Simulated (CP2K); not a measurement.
Two runs for the C K edge of trifluoromethylacetaldehyde. Run A: CP2K XAS_TDP, all-electron GAPW, PBEh(45%), aug-cc-pVDZ, TDA, no relativity. Run B differs in one setting.

First lines with a strength over 0.0015. A:

| atom | energy (eV) | states | strength, one atom |
| --- | --- | --- | --- |
| C2 (bonded to C, O and H) | 281.64 | 1 | 0.0685 |
|  | 287.20 | 1 | 0.0147 |
|  | 287.87 | 1 | 0.0025 |
|  | 288.59 | 1 | 0.0041 |
|  | 288.95 | 1 | 0.0121 |
| C3 (bonded to 2 C and 2 H) | 285.00 | 1 | 0.0176 |
|  | 285.49 | 1 | 0.0258 |
|  | 286.15 | 1 | 0.0120 |
|  | 286.62 | 1 | 0.0025 |
|  | 286.82 | 1 | 0.0065 |
| C4 (bonded to C and 3 F) | 289.86 | 1 | 0.0614 |
|  | 290.08 | 1 | 0.0878 |
|  | 290.67 | 1 | 0.0440 |
|  | 291.70 | 1 | 0.0238 |
|  | 292.44 | 1 | 0.0217 |

B:

| atom | energy (eV) | states | strength, one atom |
| --- | --- | --- | --- |
| C2 (bonded to C, O and H) | 288.61 | 1 | 0.0668 |
|  | 294.17 | 1 | 0.0143 |
|  | 294.84 | 1 | 0.0024 |
|  | 295.56 | 1 | 0.0040 |
|  | 295.92 | 1 | 0.0118 |
| C3 (bonded to 2 C and 2 H) | 291.40 | 1 | 0.0172 |
|  | 291.90 | 1 | 0.0252 |
|  | 292.55 | 1 | 0.0117 |
|  | 293.03 | 1 | 0.0025 |
|  | 293.22 | 1 | 0.0064 |
| C4 (bonded to C and 3 F) | 296.78 | 1 | 0.0600 |
|  | 297.00 | 1 | 0.0858 |
|  | 297.59 | 1 | 0.0430 |
|  | 298.62 | 1 | 0.0232 |
|  | 299.36 | 1 | 0.0212 |

Question: Which was it: the functional, scalar relativity switched on, the basis, GW2X switched on?

GW2X switched on. GW2X shifts an atom's lines together and keeps their spacings. Against PBEh(45%) in aug-cc-pVDZ, the leading lines move by +6.97 eV (C2, to 288.61), +6.40 eV (C3, to 291.40) and +6.92 eV (C4, to 296.78).

[Hosts, paths, dates, database ids (printed as entryN), source tags and the programs' standing remarks are cut or masked in the printed files.]
